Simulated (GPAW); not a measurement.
## Geometry or basis: what sets the conductance of a W chain with two Al atoms in line

Aim: the conductance of a W chain with two Al atoms in line after relaxation, and whether geometry, basis or functional moves it most.

Method: GPAW LCAO, PAW setups; relaxation of the junction within the symmetry of its start, lead ends held, in the first sound run; inputs show where later runs differ, in GPAW 26.7.0.

## Step 1: The structure

The cell holds 18 atoms: 16 W and 2 Al. Its edges and angles: a = 9.000 Å, b = 9.000 Å, c = 40.665 Å, α = 90.0°, β = 90.0°, γ = 90.0°. Regions: left lead, 8 atoms (8 W); channel, 2 atoms (2 Al); right lead, 8 atoms (8 W). Vacuum lies along a and b. The structure is stacked along c, and the current runs across the ab planes.

## Step 2: Relaxation

Transmission follows bond lengths closely, so the atoms between the held lead ends are relaxed first, within whatever symmetry the start has.

Contents of run.py:

```python
import json
from ase import Atoms
from ase.constraints import FixAtoms
from ase.optimize import BFGS
from gpaw import GPAW, FermiDirac

device = Atoms(
    ['W', 'W', 'W', 'W', 'W', 'W', 'W', 'W', 'Al', 'Al', 'W', 'W', 'W', 'W', 'W', 'W', 'W', 'W'],
    positions=[
        [4.50000, 4.50000, 1.12500],
        [4.50000, 4.50000, 3.37500],
        [4.50000, 4.50000, 5.62500],
        [4.50000, 4.50000, 7.87500],
        [4.50000, 4.50000, 10.12500],
        [4.50000, 4.50000, 12.37500],
        [4.50000, 4.50000, 14.62500],
        [4.50000, 4.50000, 16.87500],
        [4.50000, 4.50000, 19.13250],
        [4.50000, 4.50000, 21.53250],
        [4.50000, 4.50000, 23.79000],
        [4.50000, 4.50000, 26.04000],
        [4.50000, 4.50000, 28.29000],
        [4.50000, 4.50000, 30.54000],
        [4.50000, 4.50000, 32.79000],
        [4.50000, 4.50000, 35.04000],
        [4.50000, 4.50000, 37.29000],
        [4.50000, 4.50000, 39.54000]],
    cell=[[9.0, 0.0, 0.0], [0.0, 9.0, 0.0], [0.0, 0.0, 40.665]],
    pbc=True)

device.set_constraint(FixAtoms([0, 1, 2, 3, 4, 5, 6, 11, 12, 13, 14, 15, 16, 17]))
device.calc = GPAW(mode='lcao', basis='dzp', xc='PBE', h=0.18,
                   kpts={'size': (1, 1, 2), 'gamma': True},
                   symmetry={'tolerance': 1e-3, 'extra_ids': [1, 1, 1, 1, 1, 1, 1, 0, 0, 0, 0, 1, 1, 1, 1, 1, 1, 1]},
                   occupations=FermiDirac(0.1), maxiter=250,
                   mixer=dict(beta=0.1, nmaxold=8, weight=100.0),
                   convergence=dict(density=0.0001), txt='relax.txt')
path = []
opt = BFGS(device, maxstep=0.15)
opt.attach(lambda: path.append((device.get_potential_energy(), device.positions.tolist(), device.get_forces().tolist())))
relaxed = bool(opt.run(fmax=0.05, steps=50))
json.dump(dict(relaxed=relaxed, path=path, positions=device.positions.tolist(), moments=device.get_magnetic_moments().tolist(),
               forces=device.get_forces(apply_constraint=False).tolist()), open('result.json', 'w'))
```

Command:

```console
$ OMP_NUM_THREADS=1 OPENBLAS_NUM_THREADS=1 python run.py
```

What it wrote:

```text
Step          Energy          fmax
BFGS:    0      -86.708602        3.977541
BFGS:    1      -87.128300        1.937649
BFGS:    2      -87.237394        0.434236
BFGS:    3      -87.243261        0.310525
BFGS:    4      -87.246866        0.033003
```

The job ended after 12 min (1 thread of Arm Neoverse V1, shared host; peak memory 2.1 GiB).

The steps of the relaxation:

```csv
step,energy less that of the first step (eV),largest force (eV/Å)
1,0.0000,3.9775
2,-0.4231,1.9376
3,-0.5369,0.4342
4,-0.5439,0.3105
5,-0.5485,0.0330
```

The atoms that moved most (Å):

```csv
atom,dx,dy,dz,length
W11,0.000,0.000,0.118,0.118
W8,0.000,0.000,-0.118,0.118
Al9,0.000,0.000,0.029,0.029
Al10,0.000,0.000,-0.029,0.029
```

The relaxation lowered the energy of the cell by 0.549 eV (energies extrapolated to zero smearing; the optimiser's log prints free energies). The largest force left on a free atom is 0.033 eV/Å.

## Step 3: Double-zeta polarised basis

Localised orbitals split the wire into layers that couple to their neighbours alone, which is what the Green's function method needs; double zeta with polarisation is the usual level for numbers.

This step: GPAW LCAO, PAW setups; Landauer transmission from Green's functions with principal layers (ASE), zero bias (GPAW 26.7.0).

Contents of run.py:

```python
import json
import numpy as np
from ase import Atoms
from ase.transport.calculators import TransportCalculator
from gpaw import GPAW, FermiDirac
from gpaw.lcao.tools import get_lcao_hamiltonian
from scipy.linalg import eigh

# The junction with lead layers at both ends, along the third cell vector
device = Atoms(
    ['W', 'W', 'W', 'W', 'W', 'W', 'W', 'W', 'Al', 'Al', 'W', 'W', 'W', 'W', 'W', 'W', 'W', 'W'],
    positions=[
        [4.50000, 4.50000, 1.12500],
        [4.50000, 4.50000, 3.37500],
        [4.50000, 4.50000, 5.62500],
        [4.50000, 4.50000, 7.87500],
        [4.50000, 4.50000, 10.12500],
        [4.50000, 4.50000, 12.37500],
        [4.50000, 4.50000, 14.62500],
        [4.50000, 4.50000, 16.75731],
        [4.50000, 4.50000, 19.16188],
        [4.50000, 4.50000, 21.50312],
        [4.50000, 4.50000, 23.90769],
        [4.50000, 4.50000, 26.04000],
        [4.50000, 4.50000, 28.29000],
        [4.50000, 4.50000, 30.54000],
        [4.50000, 4.50000, 32.79000],
        [4.50000, 4.50000, 35.04000],
        [4.50000, 4.50000, 37.29000],
        [4.50000, 4.50000, 39.54000]],
    cell=[[9.0, 0.0, 0.0], [0.0, 9.0, 0.0], [0.0, 0.0, 40.665]],
    pbc=True)

# One principal layer of the lead: the first 5 atoms of the device
lead = Atoms(
    ['W', 'W', 'W', 'W', 'W'],
    positions=[
        [4.50000, 4.50000, 1.12500],
        [4.50000, 4.50000, 3.37500],
        [4.50000, 4.50000, 5.62500],
        [4.50000, 4.50000, 7.87500],
        [4.50000, 4.50000, 10.12500]],
    cell=[[9.0, 0.0, 0.0], [0.0, 9.0, 0.0], [0.0, 0.0, 11.25]],
    pbc=True)

settings = dict(mode='lcao', basis='dzp', xc='PBE', h=0.2,
                occupations=FermiDirac(0.1), maxiter=250,
                mixer=dict(beta=0.1, nmaxold=8, weight=100.0),
                convergence=dict(density=0.0001))
energies = np.arange(-2, 2 + 1e-9, 0.025)
eta = 0.0001
n1, n2 = 1, 1
# k and -k transmit alike, so half of the mesh across the current serves
mesh = [(i, j) for i in range(n1) for j in range(n2) if (i, j) <= (-i % n1, -j % n2)]
weights = np.array([1 if (i, j) == (-i % n1, -j % n2) else 2 for i, j in mesh]) / (n1 * n2)

# [... helper functions left out ...]
fermi_lead = ground_state(lead, (1, 1, 10), 'lead.txt')
fermi_device = ground_state(device, (1, 1, 2), 'device.txt')
# [... loop over the mesh left out, but for ...]
        # Shift the lead onto the potential of the device's first layer
        shift = ((H[:, 0, 0] - H0[:, 0, 0]) / S0[0, 0]).real.mean()
# [...]
kT = 8.617333e-5 * 300
bias = [0.1, 0.2, 0.5, 1.0, 1.5, 2.0]
# [... integrals and printing left out ...]
```

What it wrote:

```text
basis functions: device 490, principal layer 145
Fermi level: lead -2.6609 eV, device -2.6769 eV; lead shifted by -0.0011 eV
largest coupling past the next layer 7.88e-06 eV, largest misfit of the first layer 0.063 eV
  E-E_F (eV)   T (one spin)  [channel counts left out]
    -2.000    9.8330e-01
    -1.975    9.7947e-01
    -1.950    9.7527e-01
    -1.925    9.7071e-01
    -1.900    9.6581e-01
    -1.875    9.6059e-01
    -1.850    9.5510e-01
    -1.825    9.4936e-01
    -1.800    9.4343e-01
    -1.775    9.3736e-01
    -1.750    9.3134e-01
    -1.725    9.2466e-01
    -1.700    9.1852e-01
    -1.675    9.1237e-01
    -1.650    9.0632e-01
    -1.625    9.0042e-01
[...]
1.825    4.9425e-01
     1.850    4.9717e-01
     1.875    5.0035e-01
     1.900    5.0391e-01
     1.925    5.0782e-01
     1.950    5.1211e-01
     1.975    5.1683e-01
     2.000    5.2199e-01
conductance at 300 K: 2.3365 G0 a cell; thermopower -11.26 uV/K
current from the zero-bias T(E) at 0.1 V: 18.026 uA
current from the zero-bias T(E) at 0.2 V: 35.613 uA
current from the zero-bias T(E) at 0.5 V: 83.006 uA
current from the zero-bias T(E) at 1.0 V: 144.26 uA
current from the zero-bias T(E) at 1.5 V: 194.7 uA
current from the zero-bias T(E) at 2.0 V: 244.14 uA
```

Wall time 4.7 min (1 thread); peak memory 1.6 GiB.

This step gave:

- conductance: 2.337 G₀
- largest coupling past the next principal layer: 7.88e-6 eV
- largest misfit of the first principal layer: 0.06339 eV
- shift that aligns the lead: -0.001115 eV
- basis functions of the junction: 490
- basis functions of a principal layer: 145
- transmission at the Fermi level (one spin): 2.366

One spin. Transmission, zone mean against energy, zero at the Fermi level:

```csv
energy (eV),"transmission, zone mean"
-2.000,0.983
-1.800,0.943
-1.600,0.895
-1.400,0.858
-1.200,0.833
-1.000,0.807
-0.800,0.786
-0.600,0.800
-0.400,0.935
-0.200,1.43
0.000,2.37
0.125,2.60
0.200,2.52
0.400,2.09
0.600,1.80
0.800,1.72
1.000,1.83
1.200,2.09
1.400,2.42
1.475,2.47
1.600,2.05
1.800,0.492
2.000,0.522
```

Not self-consistent under bias; the bias window is split evenly. Current through one cell, from the zero-bias transmission against bias:

```csv
bias (V),"current through one cell, from the zero-bias transmission (μA)"
0.100,18.0
0.200,35.6
0.500,83.0
1.000,144
1.500,195
2.000,244
```

The transmission of the three most open eigenchannels by energy, zero at the Fermi level:

```csv
energy (eV),channel 1,channel 2,channel 3
-2.000,0.982,7.7e-4,7.7e-4
-1.900,0.964,9.7e-4,9.7e-4
-1.800,0.941,0.00122,0.00122
-1.700,0.915,0.00154,0.00154
-1.600,0.891,0.00194,0.00194
-1.500,0.869,0.00246,0.00246
-1.400,0.852,0.00314,0.00314
-1.300,0.837,0.00407,0.00407
-1.200,0.822,0.00536,0.00536
-1.100,0.806,0.00722,0.00722
-1.000,0.787,0.00995,0.00995
-0.900,0.766,0.0141,0.0141
-0.800,0.744,0.0207,0.0207
-0.700,0.723,0.0313,0.0313
-0.600,0.701,0.0491,0.0491
-0.500,0.683,0.0797,0.0797
-0.400,0.667,0.134,0.134
-0.300,0.654,0.229,0.229
-0.200,0.642,0.391,0.391
-0.100,0.631,0.628,0.628
0.000,0.873,0.873,0.620
0.100,0.994,0.994,0.608
0.200,0.963,0.963,0.595
0.300,0.865,0.865,0.580
0.400,0.764,0.764,0.565
0.500,0.686,0.686,0.549
0.600,0.635,0.635,0.534
0.700,0.610,0.610,0.520
0.800,0.608,0.608,0.508
0.900,0.628,0.628,0.498
1.000,0.669,0.669,0.490
1.100,0.730,0.730,0.484
1.200,0.807,0.807,0.480
1.300,0.892,0.892,0.477
1.400,0.971,0.971,0.475
1.500,0.988,0.988,0.477
1.600,0.785,0.785,0.479
1.700,0.483,0.0609,0.0609
1.800,0.491,1.1e-4,1.5e-5
1.900,0.504,1.3e-4,8.7e-9
2.000,0.522,1.6e-4,8.5e-9
```

Couplings past the next layer reach 7.9e-6 eV, small enough to drop; the matrix elements of the cell's first layer differ from the bulk lead's by up to 0.063 eV. That layer keeps its own values in the calculation, and only beyond it is the lead taken as perfect. The Fermi levels of lead and junction count from different zeros of potential, one for each periodic cell; with both set to zero, the small remaining shift is what aligns them. Without spin-orbit coupling, which is large for these atoms, channel counts and T are those of the scalar-relativistic bands. By hand: G = 2.337 × 77.48 μS = 181 μS, a resistance of 5.52 kΩ; at 0.1 V a linear junction would pass 18.1 μA, and the integral over the bias window gives 18.0 μA.

## Step 4: Single-zeta polarised basis

The second zeta is dropped, the polarisation orbitals stay.

run.py, as its differences from that of step 3:

```diff
@@ -45,3 +45,3 @@
 
-settings = dict(mode='lcao', basis='dzp', xc='PBE', h=0.2,
+settings = dict(mode='lcao', basis='szp(dzp)', xc='PBE', h=0.2,
                 occupations=FermiDirac(0.1), maxiter=250,
```

What it wrote:

```text
basis functions: device 274, principal layer 80
Fermi level: lead -2.6334 eV, device -2.6940 eV; lead shifted by -0.0062 eV
largest coupling past the next layer 7.88e-06 eV, largest misfit of the first layer 0.067 eV
  E-E_F (eV)   T (one spin)  [channel counts left out]
    -2.000    9.9236e-01
    -1.975    9.8963e-01
    -1.950    9.8650e-01
    -1.925    9.8298e-01
    -1.900    9.7910e-01
    -1.875    9.7486e-01
    -1.850    9.7030e-01
    -1.825    9.6545e-01
    -1.800    9.6034e-01
    -1.775    9.5503e-01
    -1.750    9.4990e-01
    -1.725    9.4386e-01
    -1.700    9.3822e-01
    -1.675    9.3255e-01
    -1.650    9.2691e-01
    -1.625    9.2136e-01
[...]
1.825    4.9870e-01
     1.850    5.0161e-01
     1.875    5.0490e-01
     1.900    5.0854e-01
     1.925    5.1254e-01
     1.950    5.1694e-01
     1.975    5.2177e-01
     2.000    5.2705e-01
conductance at 300 K: 2.3266 G0 a cell; thermopower -12.21 uV/K
current from the zero-bias T(E) at 0.1 V: 17.949 uA
current from the zero-bias T(E) at 0.2 V: 35.454 uA
current from the zero-bias T(E) at 0.5 V: 82.591 uA
current from the zero-bias T(E) at 1.0 V: 143.69 uA
current from the zero-bias T(E) at 1.5 V: 194.6 uA
current from the zero-bias T(E) at 2.0 V: 244.81 uA
```

It took 2.2 min on 1 thread; peak memory 1.5 GiB.

Numbers from this step:

- conductance: 2.327 G₀
- largest misfit of the first principal layer: 0.06733 eV
- shift that aligns the lead: -0.006175 eV
- basis functions of the junction: 274
- basis functions of a principal layer: 80
- transmission at the Fermi level (one spin): 2.356

One spin. Transmission, zone mean against energy, zero at the Fermi level:

```csv
energy (eV),"transmission, zone mean"
-2.000,0.992
-1.900,0.979
-1.800,0.960
-1.700,0.938
-1.600,0.916
-1.500,0.896
-1.400,0.880
-1.300,0.866
-1.200,0.853
-1.100,0.840
-1.000,0.826
-0.900,0.813
-0.800,0.802
-0.700,0.798
-0.600,0.809
-0.500,0.845
-0.400,0.927
-0.300,1.09
-0.200,1.39
-0.100,1.85
0.000,2.36
0.100,2.61
0.125,2.62
0.200,2.54
0.300,2.31
0.400,2.10
0.500,1.93
0.600,1.82
0.700,1.76
0.800,1.75
0.900,1.78
1.000,1.85
1.100,1.96
1.200,2.11
1.300,2.26
1.400,2.40
1.500,2.47
1.600,2.36
1.700,1.72
1.800,0.496
1.900,0.509
2.000,0.527
```

Not self-consistent under bias; the bias window is split evenly. Current through one cell, from the zero-bias transmission against bias:

```csv
bias (V),"current through one cell, from the zero-bias transmission (μA)"
0.100,17.9
0.200,35.5
0.500,82.6
1.000,144
1.500,195
2.000,245
```

Table of transmission of the three most open eigenchannels by energy, zero at the Fermi level:

```csv
energy (eV),channel 1,channel 2,channel 3
-2.000,0.991,6.8e-4,6.8e-4
-1.900,0.977,8.3e-4,8.3e-4
-1.800,0.958,0.00102,0.00102
-1.700,0.936,0.00126,0.00126
-1.600,0.913,0.00157,0.00157
-1.500,0.892,0.00197,0.00197
-1.400,0.875,0.00251,0.00251
-1.300,0.859,0.00325,0.00325
-1.200,0.844,0.00430,0.00430
-1.100,0.828,0.00583,0.00583
-1.000,0.810,0.00812,0.00812
-0.900,0.789,0.0117,0.0117
-0.800,0.767,0.0173,0.0173
-0.700,0.745,0.0265,0.0265
-0.600,0.725,0.0422,0.0422
-0.500,0.706,0.0695,0.0695
-0.400,0.690,0.118,0.118
-0.300,0.676,0.207,0.207
-0.200,0.664,0.361,0.361
-0.100,0.652,0.599,0.599
0.000,0.858,0.858,0.640
0.100,0.993,0.993,0.627
0.200,0.963,0.963,0.612
0.300,0.860,0.860,0.596
0.400,0.758,0.758,0.579
0.500,0.683,0.683,0.562
0.600,0.635,0.635,0.545
0.700,0.613,0.613,0.530
0.800,0.614,0.614,0.517
0.900,0.636,0.636,0.507
1.000,0.677,0.677,0.498
1.100,0.736,0.736,0.491
1.200,0.810,0.810,0.487
1.300,0.889,0.889,0.483
1.400,0.961,0.961,0.482
1.500,0.997,0.997,0.482
1.600,0.938,0.938,0.483
1.700,0.614,0.614,0.488
1.800,0.496,1.7e-5,1.7e-5
1.900,0.509,1.5e-6,3.2e-10
2.000,0.527,3.5e-6,3.2e-10
```

The conductance, 2.33 G₀, lies 0.4 % below that of the dzp run.

## Step 5: Minimal basis

One function for each valence shell of the setup, as for a first survey of a large system.

run.py, as its differences from that of step 4:

```diff
@@ -45,3 +45,3 @@
 
-settings = dict(mode='lcao', basis='szp(dzp)', xc='PBE', h=0.2,
+settings = dict(mode='lcao', basis='sz(dzp)', xc='PBE', h=0.2,
                 occupations=FermiDirac(0.1), maxiter=250,
```

What it wrote:

```text
basis functions: device 216, principal layer 65
Fermi level: lead -2.6777 eV, device -2.7513 eV; lead shifted by -0.0090 eV
largest coupling past the next layer 7.88e-06 eV, largest misfit of the first layer 0.075 eV
  E-E_F (eV)   T (one spin)  [channel counts left out]
    -2.000    9.6890e-01
    -1.975    9.6375e-01
    -1.950    9.5829e-01
[...]
1.975    5.1055e-01
     2.000    5.1661e-01
conductance at 300 K: 2.3741 G0 a cell; thermopower -9.113 uV/K
current from the zero-bias T(E) at 0.1 V: 18.323 uA
current from the zero-bias T(E) at 0.2 V: 36.234 uA
current from the zero-bias T(E) at 0.5 V: 84.828 uA
current from the zero-bias T(E) at 1.0 V: 147.9 uA
current from the zero-bias T(E) at 1.5 V: 199.06 uA
current from the zero-bias T(E) at 2.0 V: 247.77 uA
```

Run time: 1.8 min. Hardware: 1 thread; peak memory 1.4 GiB.

Numbers from this step:

| Property | Result |
| --- | --- |
| conductance | 2.374 G₀ |
| thermopower | -9.113 μV/K |
| largest misfit of the first principal layer | 0.07500 eV |
| shift that aligns the lead | -0.008989 eV |
| basis functions of the junction | 216 |
| basis functions of a principal layer | 65 |
| transmission at the Fermi level (one spin) | 2.401 |

The conductance, 2.37 G₀, lies 1.6 % above that of the dzp run.

## Step 6: RPBE in the dzp basis: xc = "RPBE"

Back in the dzp basis, the functional changes from PBE to RPBE, to set the spread between functionals beside that between bases.

run.py, as its differences from that of step 5:

```diff
@@ -45,3 +45,3 @@
 
-settings = dict(mode='lcao', basis='sz(dzp)', xc='PBE', h=0.2,
+settings = dict(mode='lcao', basis='dzp', xc='RPBE', h=0.2,
                 occupations=FermiDirac(0.1), maxiter=250,
```

What it wrote:

```text
basis functions: device 490, principal layer 145
Fermi level: lead -2.5811 eV, device -2.5995 eV; lead shifted by 0.0002 eV
largest coupling past the next layer 7.82e-06 eV, largest misfit of the first layer 0.062 eV
  E-E_F (eV)   T (one spin)  [channel counts left out]
    -2.000    9.8138e-01
    -1.975    9.7737e-01
    -1.950    9.7299e-01
[...]
1.975    4.9885e-01
     2.000    5.0343e-01
conductance at 300 K: 2.3369 G0 a cell; thermopower -11.13 uV/K
current from the zero-bias T(E) at 0.1 V: 18.027 uA
current from the zero-bias T(E) at 0.2 V: 35.601 uA
current from the zero-bias T(E) at 0.5 V: 82.83 uA
current from the zero-bias T(E) at 1.0 V: 143.55 uA
current from the zero-bias T(E) at 1.5 V: 193.53 uA
current from the zero-bias T(E) at 2.0 V: 242.59 uA
```

The job ended after 4.5 min (1 thread; peak memory 1.6 GiB).

This step gave:

```yaml
conductance: 2.337 G₀
largest_coupling_past_the_next_principal_layer: 7.82e-6 eV
largest_misfit_of_the_first_principal_layer: 0.06248 eV
shift_that_aligns_the_lead: 2.34e-4 eV
basis_functions_of_the_junction: 490
basis_functions_of_a_principal_layer: 145
transmission_at_the_fermi_level_one_spin: 2.367
```

The conductance equals that of the dzp run to 0.2 %.

## Step 7: Without the relaxation: geometry = "as built"

The dzp basis with PBE on the structure as first built shows what the relaxation was worth.

run.py, as its differences from that of step 6:

```diff
@@ -19,6 +19,6 @@
         [4.50000, 4.50000, 14.62500],
-        [4.50000, 4.50000, 16.75731],
-        [4.50000, 4.50000, 19.16188],
-        [4.50000, 4.50000, 21.50312],
-        [4.50000, 4.50000, 23.90769],
+        [4.50000, 4.50000, 16.87500],
+        [4.50000, 4.50000, 19.13250],
+        [4.50000, 4.50000, 21.53250],
+        [4.50000, 4.50000, 23.79000],
         [4.50000, 4.50000, 26.04000],
@@ -45,3 +45,3 @@
 
-settings = dict(mode='lcao', basis='dzp', xc='RPBE', h=0.2,
+settings = dict(mode='lcao', basis='dzp', xc='PBE', h=0.2,
                 occupations=FermiDirac(0.1), maxiter=250,
```

What it wrote:

```text
basis functions: device 490, principal layer 145
Fermi level: lead -2.6609 eV, device -2.6947 eV; lead shifted by 0.0044 eV
largest coupling past the next layer 7.88e-06 eV, largest misfit of the first layer 0.041 eV
  E-E_F (eV)   T (one spin)  [channel counts left out]
    -2.000    9.7276e-01
    -1.975    9.6979e-01
    -1.950    9.6672e-01
[...]
1.975    5.3368e-01
     2.000    5.3505e-01
conductance at 300 K: 2.0343 G0 a cell; thermopower -8.94 uV/K
current from the zero-bias T(E) at 0.1 V: 15.755 uA
current from the zero-bias T(E) at 0.2 V: 31.467 uA
current from the zero-bias T(E) at 0.5 V: 77.977 uA
current from the zero-bias T(E) at 1.0 V: 152 uA
current from the zero-bias T(E) at 1.5 V: 221.26 uA
current from the zero-bias T(E) at 2.0 V: 287.24 uA
```

Elapsed: 4.4 min, on 1 thread; peak memory 1.6 GiB.

Numbers from this step:

```
conductance                                    : 2.034 G₀
largest coupling past the next principal layer : 7.88e-6 eV
largest misfit of the first principal layer    : 0.04061 eV
shift that aligns the lead                     : 0.004375 eV
transmission at the Fermi level (one spin)     : 2.037
```

One spin. Transmission, zone mean against energy, zero at the Fermi level:

```csv
energy (eV),"transmission, zone mean"
-2.000,0.973
-1.800,0.947
-1.600,0.925
-1.400,0.912
-1.200,0.905
-1.000,0.903
-0.800,0.922
-0.600,0.993
-0.400,1.18
-0.200,1.53
0.000,2.04
0.200,2.46
0.400,2.62
0.450,2.63
0.600,2.60
0.800,2.52
1.000,2.46
1.200,2.47
1.400,2.53
1.600,2.20
1.800,0.529
2.000,0.535
```

The conductance, 2.03 G₀, lies 13 % below that of the dzp run.

## Step 8: All levels side by side

Times are for 1 thread of Arm Neoverse V1, shared host. The runs compared:

```csv
no.,run,conductance (G₀),time,memory (GiB)
1,dzp,2.337,4.7 min,1.6
2,szp,2.327,2.2 min,1.5
3,sz,2.374,1.8 min,1.4
4,dzp RPBE,2.337,4.5 min,1.6
5,asbuilt,2.034,4.4 min,1.6
```

(Part 1 of 2 ends here.)

[Logs are printed without paths, hosts, clocks, repeated set-up lines and the standing remarks that a program may print on its own settings, such as how far it seeks lower states.]

[Hosts, paths, dates, database ids (printed as entryN), source tags and the programs' standing remarks are cut or masked in the printed files.]
